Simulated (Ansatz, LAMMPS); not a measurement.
# Static equation of state of glassy 63GeO2-33Na2O-3Sc2O3 (mol %) (92 atoms)

Density of this cell: 3.53 g/cm³. The cell holds 92 atoms: 19 Ge, 20 Na, 2 Sc and 51 O. Cell: a = 10.943 Å, b = 10.679 Å, c = 11.047 Å, α = 89.4°, β = 89.7°, γ = 88.2°. The starting structure: 92 atoms (19 Ge, 20 Na, 2 Sc, 51 O) placed at random at 3.5 g/cm³, melted at 4000 K for 10 ps at fixed volume with the Morse and Coulomb pair potential with partial charges (Pedone, Malavasi, Menziani, Cormack and Segre, J. Phys. Chem. B 110, 11780 (2006)). Quenched from 4000 K to 300 K at 25 K/ps and fixed volume, held 10 ps at zero pressure, then minimised at fixed cell.

Calculated with Ansatz 0.2.0: Kohn-Sham DFT, PBE, PAW (set soft_2), plane waves; cutoff 420 eV, Γ point, fermi-dirac smearing of 0.05 eV. Cell and atoms were relaxed first, to V0 = 14.023 Å³ an atom at a residual P0 = 0.004 GPa. The cell was then scaled evenly, and the atoms were relaxed at each volume.

| volume (Å³/atom) | pressure (GPa) |
| --- | --- |
| 12.621 | 5.738 |
| 13.182 | ? |
| 13.603 | 1.568 |
| 14.444 | -1.383 |
| 14.865 | -2.267 |

**Question.** Fit the third-order Birch–Murnaghan equation to the rows given and interpolate to the withheld row.

**Working.**

Take the Eulerian strain f = ½[(V0/V)^(2/3) − 1] and the normalised pressure F = (P − P0) / [3f(1 + 2f)^(5/2)]. The third-order Birch–Murnaghan equation is then the line F = B0 + (3/2)B0(B′ − 4) f, so u = f and v = F.

| u = f | v = F (GPa) |
| --- | --- |
| 0.0363830 | 44.0771 |
| 0.0102570 | 48.3208 |
| -0.00975650 | 49.7664 |
| -0.0190506 | 43.7902 |

With n = 4: mean u = 0.00445824, mean v = 46.4886, Σ(u − ū)² = 0.0018075, Σ(u − ū)(v − v̄) = -0.049520. Slope b = -0.049520 / 0.0018075 = -27.397; intercept a = v̄ − b ū = 46.611.

So B0 = a = 46.6 GPa and B′ = 4 + 2b/(3a) = 3.61. At the withheld volume f = 0.02106, F = a + b f = 46.03 GPa, and P = P0 + 3f(1 + 2f)^(5/2) F.

Prediction at 13.182: 3.228 GPa. The run gave 3.328 GPa, so the fit is low by 0.10 GPa (3.0 % of the value).

The series isn't one smooth equation of state: even a line fitted to all rows, the withheld one included, misses F by up to 7.7 %, the count of bonds changes along the series and an atom moves over 0.5 Å in some relaxation. B0 and B′ are then only the numbers of this fit, not moduli of the material. Among the rows given, the largest miss of the fit is at 12.621, by 0.20 GPa (2.5 % of the range of the table).

Limits: Static cells at zero temperature; the cell shape is held. The program notes that the SCF threshold of these relaxations is loose for the stress. The quench rate of 25 K/ps is many orders above laboratory rates, so the cell is likely richer in defects and strain than a real sample. The network of bonds at the start is that of the classical potential that made the cell, and needn't be the one that DFT or experiment would give. Only the Γ point is sampled, in a cell whose shortest periodic width is 11 Å.

[Hosts, paths, dates, database ids (printed as entryN), source tags and the programs' standing remarks are cut or masked in the printed files.]
